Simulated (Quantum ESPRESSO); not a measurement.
# Simulated XPS, UPS and emission spectra of Ta2N, part 2 of 2

What would valence photoemission of Ta2N look like, and what sets its shape?

Quantum ESPRESSO 7.5; DFT, PBE, plane waves, ultrasoft GBRV pseudopotentials, scalar-relativistic (the session's first sound run).

So far. Step 6 (With spin–orbit coupling: self-consistent run): The run ends at a pressure of -1.31 GPa, with forces up to 0.100 eV/Å. Step 8 (A coarser DOS mesh: self-consistent run): The run ends at a pressure of -2.96 GPa, with forces up to 0.091 eV/Å.

### 10. Projected DOS and spectra

Contents of projwfc.in:

```
&projwfc
  prefix = 'pes'
  outdir = './tmp'
  filpdos = 'pes'
  ngauss = 0
  degauss = 0.00735
  DeltaE = 0.05
  Emin = -10.34
  Emax = 31.66
/
```

Launch:

```sh
> OMP_NUM_THREADS=1 mpirun -n 4 projwfc.x -nk 4 -in projwfc.in > projwfc.out
```

Wall time 1.4 s (4 MPI ranks of Arm Neoverse V2, shared host).

This step gave:

```yaml
dos_at_the_fermi_level: 1.165 states/eV/cell
```

The DOS has structure finer than the step of the table below, so its rows give means over 1 eV, whole bins alone (the curve runs from -19.2 to 9.43 eV). Peaks (eV: height): total -16.7: 4.89, -6.6: 4.35, 2.0: 4.5, 3.2: 4.49; Ta 5d 1.0: 3.3, 2.0: 3.95, 3.2: 3.87, 4.3: 3.13; N 2p -8.2: 1.63, -6.9: 2.51, -6.6: 2.72, 1.1: 0.509; Ta 6p -16.7: 0.696, -3.4: 0.722, -2.8: 0.689, -2.6: 0.684; Ta 6s 7.2: 1.16, 7.7: 0.843, 8.2: 0.725, 8.5: 0.605.

Table of DOS by E, zero at the Fermi level; means over each step; values in states/eV/cell:

```csv
E (eV),total,Ta 5d,N 2p,Ta 6p,Ta 6s,N 2s
-18,0.00880,5.8e-6,0,0.00127,0.00290,0.00463
-17,1.92,0.297,3.4e-4,0.360,0.118,1.14
-16,0.0758,0.0169,2.9e-6,0.00973,8.3e-4,0.0484
-15,0,0,0,0,0,0
-14,0,0,0,0,0,0
-13,0,0,0,0,0,0
-12,0,0,0,0,0,0
-11,0,0,0,0,0,0
-10,0,0,0,0,0,0
-9,0.215,0.0597,0.0969,0.0216,0.0360,6.2e-4
-8,1.80,0.491,0.885,0.184,0.227,0.0133
-7,2.52,0.746,1.49,0.177,0.0968,0.0113
-6,1.46,0.457,0.947,0.0517,0.00304,2.6e-5
-5,0.0496,0.0344,2.5e-5,0.00433,0.00830,0.00235
-4,1.06,0.702,0.0548,0.189,0.0882,0.0210
-3,2.34,1.62,0.123,0.495,0.0963,0.00673
-2,2.18,1.64,0.149,0.311,0.0642,0.0160
-1,0.868,0.774,0.0404,0.0323,0.0115,0.00327
0,1.29,1.13,0.106,0.0300,0.00444,0.00496
1,2.26,1.87,0.241,0.0666,0.0419,0.0218
2,2.55,2.18,0.221,0.0612,0.0339,0.0339
3,2.71,2.23,0.238,0.0670,0.0644,0.0806
4,2.74,2.12,0.164,0.120,0.0898,0.210
5,1.97,1.41,0.259,0.121,0.0544,0.0925
6,1.35,0.708,0.190,0.249,0.0590,0.112
7,1.31,0.480,0.153,0.295,0.296,0.0453
8,1.06,0.239,0.0889,0.232,0.449,0.0172
```

Side by side:

```csv
quantity,this run,base run,difference
DOS at the Fermi level (states/eV/cell),1.1645,1.1461,0.0184
```

### 11. Other settings: self-consistent run: ecutrho = 320.0

This step: DFT, PBE, plane waves, ultrasoft GBRV pseudopotentials, scalar-relativistic; changed: ecutrho = 320.0 (Quantum ESPRESSO 7.5).

Some settings are changed to see whether the read-outs move.

Contents of scf.in:

```
&control
  calculation = 'scf'
  prefix = 'pes'
  outdir = './tmp'
  pseudo_dir = './pp'
  tprnfor = .true.
  tstress = .true.
/
&system
  ibrav = 0
  nat = 3
  ntyp = 3
  ecutwfc = 40.0
  ecutrho = 320.0
  occupations = 'smearing'
  nbnd = 26
  smearing = 'fd'
  degauss = 0.00367
  nspin = 2
  starting_magnetization(1) = 0.046
  starting_magnetization(2) = -0.046
/
&electrons
  conv_thr = 1.8e-08
  mixing_beta = 0.3
  electron_maxstep = 120
/
ATOMIC_SPECIES
Ta 180.9479 ta_pbe_v1.uspp.F.UPF
Ta1 180.9479 ta_pbe_v1.uspp.F.UPF
N 14.0070 n_pbe_v1.2.uspp.F.UPF
CELL_PARAMETERS angstrom
 3.112861506 0.000000000 0.000000000
 -1.556430753 2.695817143 0.000000000
 0.000000000 0.000000000 4.869841000
ATOMIC_POSITIONS crystal
Ta 0.333333333 0.666666667 0.254711000
Ta1 0.666666667 0.333333333 0.745289000
N 0.000000000 0.000000000 0.000000000
K_POINTS automatic
12 12 8 0 0 0
```

Launch:

```sh
> OMP_NUM_THREADS=1 mpirun -n 4 pw.x -nk 4 -in scf.in > scf.out
```

Run time: 33 s. Hardware: 4 MPI ranks; 2.2 min of CPU time.

Numbers from this step:

* free energy: -4137.2001 eV
* Fermi energy: 19.56 eV
* pressure: -2.947 GPa

Against step 2 (now other density grid), the free energy moves by -0.1 meV an atom. The total energy is settled to 1 meV an atom between these two settings.

### 12. Other settings: levels for the DOS: ecutrho = 320.0

Contents of nscf.in:

```
&control
  calculation = 'nscf'
  prefix = 'pes'
  outdir = './tmp'
  pseudo_dir = './pp'
  verbosity = 'high'
/
&system
  ibrav = 0
  nat = 3
  ntyp = 3
  ecutwfc = 40.0
  ecutrho = 320.0
  occupations = 'smearing'
  nbnd = 26
  smearing = 'fd'
  degauss = 0.00367
  nspin = 2
  starting_magnetization(1) = 0.046
  starting_magnetization(2) = -0.046
/
&electrons
  conv_thr = 1.8e-08
  mixing_beta = 0.3
  electron_maxstep = 120
  diago_full_acc = .true.
/
ATOMIC_SPECIES
Ta 180.9479 ta_pbe_v1.uspp.F.UPF
Ta1 180.9479 ta_pbe_v1.uspp.F.UPF
N 14.0070 n_pbe_v1.2.uspp.F.UPF
CELL_PARAMETERS angstrom
 3.112861506 0.000000000 0.000000000
 -1.556430753 2.695817143 0.000000000
 0.000000000 0.000000000 4.869841000
ATOMIC_POSITIONS crystal
Ta 0.333333333 0.666666667 0.254711000
Ta1 0.666666667 0.333333333 0.745289000
N 0.000000000 0.000000000 0.000000000
K_POINTS automatic
24 24 12 0 0 0
```

Launch:

```sh
> OMP_NUM_THREADS=1 mpirun -n 4 pw.x -nk 4 -in nscf.in > nscf.out
```

Elapsed: 70 s, on 4 MPI ranks.

Numbers from this step:

| Quantity | Value |
| --- | --- |
| Fermi energy | 19.57 eV |

### 13. Projected DOS and spectra: ecutrho = 320.0

projwfc.in, as its differences from that of step 10:

```diff
@@ -7,4 +7,4 @@
   DeltaE = 0.05
-  Emin = -10.34
-  Emax = 31.66
+  Emin = -10.43
+  Emax = 31.57
 /
```

Launch:

```sh
> OMP_NUM_THREADS=1 mpirun -n 4 projwfc.x -nk 4 -in projwfc.in > projwfc.out
```

Wall time 7.3 s (4 MPI ranks).

Numbers from this step:

| Property | Result |
| --- | --- |
| DOS at the Fermi level | 1.146 states/eV/cell |

The DOS has structure finer than the step of the table below, so its rows give means over 2 eV, whole bins alone (the curve runs from -19.1 to 9.42 eV). Peaks (eV: height): total -16.6: 4.95, -6.5: 4.47, -2.8: 3.11, 3.3: 3.54; Ta 5d -2.8: 2.21, -1.9: 2.26, 1.8: 2.49, 3.3: 2.92; N 2p -7.9: 1.28, -6.5: 2.78, 1.8: 0.344; Ta 6p -16.6: 0.717, -2.7: 0.642, -1.9: 0.398, 6.0: 0.350; Ta 6s -17.1: 0.166, -8.0: 0.331, 7.7: 0.585, 9.0: 0.435.

Table of DOS by E, zero at the Fermi level; means over each step; values in states/eV/cell:

| E (eV) | total | Ta 5d | N 2p | Ta 6p | Ta 6s | N 2s |
| --- | --- | --- | --- | --- | --- | --- |
| -18 | 0.149 | 0.00581 | 5.3e-5 | 0.0380 | 0.0259 | 0.0791 |
| -16 | 0.850 | 0.151 | 1.2e-4 | 0.148 | 0.0351 | 0.517 |
| -14 | 0 | 0 | 0 | 0 | 0 | 0 |
| -12 | 0 | 0 | 0 | 0 | 0 | 0 |
| -10 | 0.00117 | 1.8e-4 | 4.2e-4 | 2.3e-4 | 3.4e-4 | 0 |
| -8 | 1.31 | 0.359 | 0.656 | 0.128 | 0.154 | 0.0100 |
| -6 | 1.69 | 0.517 | 1.05 | 0.0890 | 0.0278 | 0.00292 |
| -4 | 0.959 | 0.637 | 0.0553 | 0.180 | 0.0720 | 0.0135 |
| -2 | 2.02 | 1.49 | 0.118 | 0.330 | 0.0593 | 0.0104 |
| 0 | 1.36 | 1.19 | 0.108 | 0.0332 | 0.0109 | 0.00565 |
| 2 | 2.39 | 1.99 | 0.235 | 0.0611 | 0.0408 | 0.0382 |
| 4 | 2.74 | 2.17 | 0.199 | 0.107 | 0.0754 | 0.152 |
| 6 | 1.47 | 0.844 | 0.220 | 0.211 | 0.0656 | 0.0928 |
| 8 | 1.07 | 0.265 | 0.0915 | 0.242 | 0.407 | 0.0228 |

### 14. Other settings: self-consistent run

This step: DFT, PBE, plane waves, ultrasoft GBRV pseudopotentials, scalar-relativistic; changed: mixing_beta = 0.2, mixing_mode = "TF", smearing = "gauss", degauss = 0.00735 (Quantum ESPRESSO 7.5).

scf.in, as its differences from that of step 11:

```diff
@@ -13,7 +13,7 @@
   ecutwfc = 40.0
-  ecutrho = 320.0
+  ecutrho = 200.0
   occupations = 'smearing'
   nbnd = 26
-  smearing = 'fd'
-  degauss = 0.00367
+  smearing = 'gauss'
+  degauss = 0.00735
   nspin = 2
@@ -24,4 +24,6 @@
   conv_thr = 1.8e-08
-  mixing_beta = 0.3
+  mixing_beta = 0.2
   electron_maxstep = 120
+  mixing_mode = 'TF'
+  mixing_ndim = 4
 /
```

Launch:

```sh
> OMP_NUM_THREADS=1 mpirun -n 4 pw.x -nk 4 -in scf.in > scf.out
```

Wall time 29 s (4 MPI ranks).

Numbers from this step:

```yaml
free_energy: -4137.1981 eV
fermi_energy: 19.55 eV
pressure: -2.982 GPa
```

Against step 2, the free energy moves by +0.6 meV an atom.

### 15. Other settings: levels for the DOS

nscf.in, as its differences from that of step 12:

```diff
@@ -12,7 +12,7 @@
   ecutwfc = 40.0
-  ecutrho = 320.0
+  ecutrho = 200.0
   occupations = 'smearing'
   nbnd = 26
-  smearing = 'fd'
-  degauss = 0.00367
+  smearing = 'gauss'
+  degauss = 0.00735
   nspin = 2
@@ -23,5 +23,7 @@
   conv_thr = 1.8e-08
-  mixing_beta = 0.3
+  mixing_beta = 0.2
   electron_maxstep = 120
+  mixing_mode = 'TF'
   diago_full_acc = .true.
+  mixing_ndim = 4
 /
```

Launch:

```sh
> OMP_NUM_THREADS=1 mpirun -n 4 pw.x -nk 4 -in nscf.in > nscf.out
```

Run time: 70 s. Hardware: 4 MPI ranks.

Numbers from this step:

```yaml
fermi_energy: 19.57 eV
```

### 16. Outcome

| Property | Result |
| --- | --- |
| least gap on the mesh and the path | under 0.05 eV or none |
| strongest listed peak within 13 eV of the zero, at 1486.7 eV | 2.6 eV binding, mostly Ta 5d |
| strongest listed peak within 13 eV of the zero, at 21.2 eV | 6.5 eV binding, mostly N 2p |
| Ta 5d centre of the filled part | -3.99 eV (3.6 states an atom) |
| PBE | no clear gap, highest Al Kα peak within 13 eV at 2.6 eV (Ta 5d) |
| coarse-dos | no clear gap, highest Al Kα peak within 13 eV at 2.4 eV (Ta 5d) |
| other settings | no clear gap, highest Al Kα peak within 13 eV at 2.6 eV (Ta 5d) |

Ta2N is without a gap at the base level, and its valence spectrum changes with photon energy as the shells' cross sections do. At 21.2 eV the valence spectrum has its highest listed peaks within 10.8 eV at 0.5 eV (Ta 5d), 2.6 eV (Ta 5d), 6.5 eV (N 2p) and 8.0 eV (N 2p). At 1486.7 eV the valence spectrum has its highest listed peaks within 13 eV at 0.5 eV (Ta 5d), 2.6 eV (Ta 5d), 6.5 eV (Ta 5d) and 8.0 eV (Ta 5d). The shell named is the one with most of the intensity, cross sections included, not always the one with most states there. At 21.2 eV the area is led by Ta 5d (75 %), at 9251.7 eV by Ta 5d (84 %). These are Kohn–Sham levels; self-energy shifts and satellites are missing. Each run has its own recipe for the spectra (widths, photon energies, in some runs the light), so peak heights and places can differ between runs for that reason too. The structure comes from a computed Materials Project entry, not from a measurement. Runs of this task that aren't shown: a run on the same cell and settings as one shown (Quantum ESPRESSO).

[Logs are printed without paths, hosts, clocks, repeated set-up lines and the standing remarks that a program may print on its own settings, such as how far it seeks lower states.]

[Hosts, paths, dates, database ids (printed as entryN), source tags and the programs' standing remarks are cut or masked in the printed files.]

[Maps of the electrostatic potential energy from Ansatz leave out the sawtooth potential of an applied field or a dipole correction, so their vacuum need not be flat; work functions include it.]

[Peak lists hold at most the 14 tallest peaks of each spectrum; further lines can be left out.]
